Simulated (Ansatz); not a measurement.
# Force difference against the radius of support functions in 60-degree dislocation dipole in Si (shuffle set) (120 atoms)

The cell holds 120 atoms: 120 Si. Its edges and angles: a = 33.258 Å, b = 18.911 Å, c = 3.840 Å, α = 92.9°, β = 90.0°, γ = 85.0°. It derives from Si (diamond-structure). Diamond-structure Si (a = 5.431 Å), x, y, z along [11-2], [111], [1-10], 5 x 2 x 1 period; two opposite 60-degree dislocations along z, half a cell apart on one glide plane, laid by the isotropic elastic field summed over images, cell tilted by half the Burgers vector; not relaxed, displaced by a Gaussian of 0.02 Å.

Calculated with Ansatz 0.2.0: Kohn-Sham DFT, PBE, PAW (set soft_2), localised support functions (medium), with the radius typed; the reference is Kohn-Sham DFT, PBE, PAW (set soft_2), plane waves, cutoff 420 eV, k-mesh 1×1×4, gaussian smearing of 0.025 eV, with an r.m.s. force component of 0.744 eV/Å.

| radius (Å) | r.m.s. force difference (meV/Å) | time |
| --- | --- | --- |
| 3.94 | 0.257 | 2.7 min |
| 4.26 | 0.157 | 3.4 min |
| 4.55 | ? | ? |
| 4.87 | 0.112 | 4.7 min |
| 5.48 | 0.095 | 7.2 min |
| 6.09 | 0.09 | 8.6 min |

**Question.** Fit a power law of the radius to the rows given and interpolate to the withheld row.

**Working.**

A power law y = A x^b is a line in u = ln x and v = ln y.

| u = ln x | v = ln y |
| --- | --- |
| 1.37118 | -1.35868 |
| 1.44927 | -1.85151 |
| 1.58309 | -2.18926 |
| 1.70111 | -2.35388 |
| 1.80665 | -2.40795 |

With n = 5: mean u = 1.58226, mean v = -2.03225, Σ(u − ū)² = 0.12672, Σ(u − ū)(v − v̄) = -0.28887. Slope b = -0.28887 / 0.12672 = -2.2797; intercept a = v̄ − b ū = 1.5748.

At the withheld row u = 1.515, v = a + b u = -1.879, and y = exp(v).

Prediction at 4.55: 0.1527 meV/Å. The run gave 0.117 meV/Å, so the fit is high by 0.036 meV/Å (31 % of the value).

The fitted exponent is -2.3. Between neighbouring rows, the withheld one included, the exponents are -6.3, -4.5, -0.64, -1.4 and -0.51, so one power law doesn't hold over the range: the values level off at a floor. Among the rows given, the largest relative miss of the fit is at 3.94, by 0.045 meV/Å (18 %).

Limits: The difference holds the reference's own basis error, which sets a floor under it.

[Hosts, paths, dates, database ids (printed as entryN), source tags and the programs' standing remarks are cut or masked in the printed files.]
